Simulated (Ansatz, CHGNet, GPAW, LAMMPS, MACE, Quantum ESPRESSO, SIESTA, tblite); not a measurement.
# Running glassy 61Al2O3-39P2O5 (mol %) (104 atoms) with GPAW, part 2 of 2

How do the settings of GPAW change the result for glassy 61Al2O3-39P2O5 (mol %) (104 atoms)? A plane-wave run serves as the yardstick.

Program: GPAW 26.7.0; the method stands at each step. Banners, paths, timers and routine set-up lines are dropped from the logs unmarked, and long logs keep their key lines alone; longer cuts are marked.

So far. Step 3 (PBE, LCAO szp(dzp), h 0.18 Å): Against the first run (33 %), the force difference from the reference is 46 %, at 0.67 times the CPU time (on 1 against 2 cores), with 936 basis functions against 1352: the smaller basis costs accuracy. Step 4 (LDA, LCAO dzp, h 0.18 Å): Against the first run (33 %), the force difference from the reference is 21 %, at 0.98 times the CPU time; another functional landing nearer a PBE reference means that errors partly cancel.

**5. PBE, LCAO dzp, h 0.25 Å**

Method: Kohn-Sham DFT, PBE, PAW, atomic orbitals (dzp).

Input file run.py:

```python
import numpy as np
from ase.io import read
from gpaw import GPAW, FermiDirac

atoms = read("structure.xyz")
atoms.calc = GPAW(
    mode="lcao",
    basis="dzp",
    h=0.25,
    xc="PBE",
    kpts={"size": (1, 1, 1), "gamma": True},
    occupations=FermiDirac(0.05),
    maxiter=200,
    symmetry={"point_group": False},
    txt="gpaw.txt",
)
energy = atoms.get_potential_energy(force_consistent=True)
forces = atoms.get_forces()
print(f"energy {energy:.6f} eV")
print("forces (eV/A)")
for i, (a, f) in enumerate(zip(atoms, forces)):
    print(f"{i:4d} {a.symbol:2s} {f[0]:10.5f} {f[1]:10.5f} {f[2]:10.5f}")
print(f"Fermi level {atoms.calc.get_fermi_level():.4f} eV")
for k in range(len(atoms.calc.get_ibz_k_points())):
    for s in range(atoms.calc.get_number_of_spins()):
        e = atoms.calc.get_eigenvalues(kpt=k, spin=s)
        n = np.searchsorted(e, atoms.calc.get_fermi_level())
        print(f"k {k} spin {s} levels about the Fermi level:", np.round(e[max(n - 6, 0):n], 4).tolist(), "|", np.round(e[n:n + 6], 4).tolist())
```

Input file structure.xyz:

```xyz
104
Lattice="10.92802 0.00000 0.00000 0.00000 10.92802 0.00000 0.00000 0.00000 10.92802" Properties=species:S:1:pos:R:3 pbc="T T T"
[... 104 atom lines left out: the same atoms as in the first run ...]
```

Run with:

```
OMP_NUM_THREADS=1 python run.py > output.txt
```

The program printed:

```text
energy -656.117629 eV
forces (eV/A)
   0 Al    0.16918    0.00547   -1.16861
   1 Al    2.74577    0.04576    4.18702
   2 Al    2.17471    0.09722   -1.67827
   3 Al    1.13951   -0.75004    1.14309
   4 Al   -0.32361    0.35547    0.10036
   5 Al   -0.05431    1.35611   -0.34790
   6 Al   -1.39678    0.96246    1.35628
   7 Al    0.30970    0.97681   -1.31048
   8 Al   -0.06557   -1.79855    0.07982
   9 Al   -0.41526    1.35193   -0.37278
  10 Al   -0.83635    0.09232   -1.55334
  11 Al   -0.97167    0.87453    0.59047
[...]
99 O     1.06064   -1.92028    1.46470
 100 O     4.06827    1.66538   -2.60155
 101 O    -0.74097   -2.47000   -4.64232
 102 O     0.20411    1.72785    1.73233
 103 O     1.49887    1.74658    0.85824
Fermi level 4.9112 eV
k 0 spin 0 levels about the Fermi level: [2.935, 3.0021, 3.0302, 3.1278, 3.2046, 3.3704] | [6.554, 7.7386, 7.8369, 8.0838, 8.1854, 8.3997]
```

gpaw.txt:

```text
Input parameters:
  mode=LCAO(),
  basis={'default': 'dzp'},
  h=0.25,
  kpts=MonkhorstPack(size=(1, 1, 1), gamma=True),
  maxiter=200,
  occupations=Occupations(name='fermi-dirac', width=0.05, fixmagmom=False),
  symmetry=Symmetry(point_group=False),
  xc=XC(name='PBE')
[... lines left out ...]
  Fermi-Dirac:
[... lines left out ...]
convergence criteria:
- Maximum [total energy] change in last 3 cyles: 0.0005 eV / valence electron
[... lines left out ...]
Converged in 9 steps
[... lines left out ...]
  Free energy:    -656.117629
[... lines left out ...]
Fermi level: 4.911
[... lines left out ...]
|          0 |       -20.409 |     2.000 |
|        ... |               |           |
|        264 |         2.672 |     2.000 |
|        265 |         2.828 |     2.000 |
[...]
|        279 |         8.506 |     0.000 |
|        ... |               |           |
|        330 |        11.752 |     0.000 |
Gap: 3.184 eV
Transition (v -> c):
  (s=0, k=0, n=271, [0.00, 0.00, 0.00]) -> (s=0, k=0, n=272, [0.00, 0.00, 0.00])
No difference between direct/indirect transitions
Force computation time: 15.021  # s
timing:  # [seconds]
  Total:  82.536  # ━━━━━━━━━━━━━━━━━━━━━━━━━━━━━━━━━━━━━━━━━━━━━━━━━━━━━━━━━
  Init:    7.194  # ━━━━━
  SCF:    60.292  # ━━━━━━━━━━━━━━━━━━━━━━━━━━━━━━━━━━━━━━━━━╸
  Forces: 15.021  # ━━━━━━━━━━╸
```

Elapsed: 84 s, on 1 thread of Arm Neoverse V2, shared host; peak memory 0.82 GiB.

Against the reference:

```yaml
r_m_s_force_component: 1.402 eV/Å
r_m_s_difference_of_force_components: 535 meV/Å
longest_difference_of_force_vectors: 1922 meV/Å
force_difference_over_r_m_s_force: 46.1 %
slope_of_forces_against_the_reference_s: 1.124
correlation_of_force_components: 0.93
spacing_of_highest_filled_and_lowest_empty_level: 3.184 eV
gap_difference: -0.1652 eV
energy_less_the_same_level_run_s: 350.7 meV/atom
r_m_s_force_difference_from_the_same_level_run: 406.7 meV/Å
```

This is a coarse setting, run to see what it loses.

Against the first run (33 %), the force difference from the reference is 46 %, at 0.46 times the CPU time (on 1 against 2 cores): the grid matters here.

The difference per atom is largest on O (1.1 eV/Å on average, against 0.26 on Al). The forces add up to 1.2 eV/Å instead of zero, usually a sign of too coarse a grid.

**6. All runs compared**

Differences are against the plane-wave reference, forces as r.m.s. over components; share is that over the reference's r.m.s. force, slope the least-squares factor from reference forces to these. Total energies of different programs have different zeros and aren't compared.

| run | Δ force, r.m.s. (meV/Å) | share (%) | slope | Δ gap (eV) | cores | CPU time | memory (GiB) |
| --- | --- | --- | --- | --- | --- | --- | --- |
| reference | - | - | - | - | 4 | 18 min | 4.3 |
| GPAW PBE, LCAO dzp, h 0.18 Å | 388 | 33.4 | 1.153 | -0.156 | 2 | 3 min | 2.0 |
| GPAW PBE, LCAO szp(dzp), h 0.18 Å (coarse) | 537 | 46.3 | 1.216 | -0.251 | 1 | 2 min | 1.6 |
| GPAW LDA, LCAO dzp, h 0.18 Å | 247 | 21.3 | 1.084 | -0.238 | 2 | 2.9 min | 2.0 |
| GPAW PBE, LCAO dzp, h 0.25 Å (coarse) | 535 | 46.1 | 1.124 | -0.165 | 1 | 84 s | 0.82 |

Rows marked coarse were listed beforehand as settings not expected to be converged; some can still land near the reference.

CPU time is summed over cores on a shared host, where runs went side by side, so it is rough. Symmetry, cutoffs, thresholds, outputs and thread counts weren't matched or tuned between programs; memory under MPI is the largest rank's times the ranks.

Within one program, basis, potentials and functional, energies share a zero. Each run against its twin at the usual cutoff or grid and solver:

| run | twin | Δ energy (meV/atom) | Δ force, r.m.s. (meV/Å) | CPU time over the twin's |
| --- | --- | --- | --- | --- |
| GPAW PBE, LCAO dzp, h 0.25 Å | LCAO dzp, h 0.18 Å | 351 | 407 | 0.47 (this twin ran on 2 cores) |

**7. What came out**

| Item | Value |
| --- | --- |
| nearest in forces | GPAW LDA, LCAO dzp, h 0.18 Å, 21 % |
| its CPU time | 2.9 min |

**Reading.** The PBE run in local orbitals, coarse settings apart, differs by 33 % (GPAW PBE, LCAO dzp, h 0.18 Å); basis, grid and potentials can all enter. Rows with another functional or a dispersion term differ by 21 % (GPAW LDA, LCAO dzp, h 0.18 Å), which mixes the change of model with differences of basis and potentials. Runs with settings chosen to be coarse differ by 46 % in each run, their programs' other errors included. Of the electronic-structure runs that take under half the reference's CPU time, GPAW LDA, LCAO dzp, h 0.18 Å comes nearest, at 21 % in 2.9 min against 18 min. GPAW PBE, LCAO dzp, h 0.18 Å stiffens the forces by a factor of 1.15 while following their directions (correlation 0.968); the slopes of the 4 GPAW runs lie between 1.08 and 1.22; the difference isn't even, but is largest on one element. At the same functional, gaps differ from the reference's 3.35 eV by between -0.25 and -0.16 eV. In our tests on small cells the SSSP efficiency potentials stood apart from two norm-conserving sets, for C–F bonds most and for P–O bonds less, so differences between them and other runs here needn't be the other run's error. The quench rate of 50 K/ps is many orders above laboratory rates, so the cell is likely richer in defects and strain than a real sample. The network of bonds at the start is that of the classical potential that made the cell, and needn't be the one that DFT or experiment would give. The reference's stress is far from hydrostatic: its diagonal is 2.4, 8.5, 5.6 GPa, compression counted positive. The electronic-structure runs sample only Γ, in a cell whose shortest periodic width is 11 Å.

[Also dropped from logs without a mark: logging warnings of Python, and SIESTA's first energy breakdown and zero terms.]

[Logs are printed without paths, hosts, clocks, repeated set-up lines and the standing remarks that a program may print on its own settings, such as how far it seeks lower states.]

[Hosts, paths, dates, database ids (printed as entryN), source tags and the programs' standing remarks are cut or masked in the printed files.]
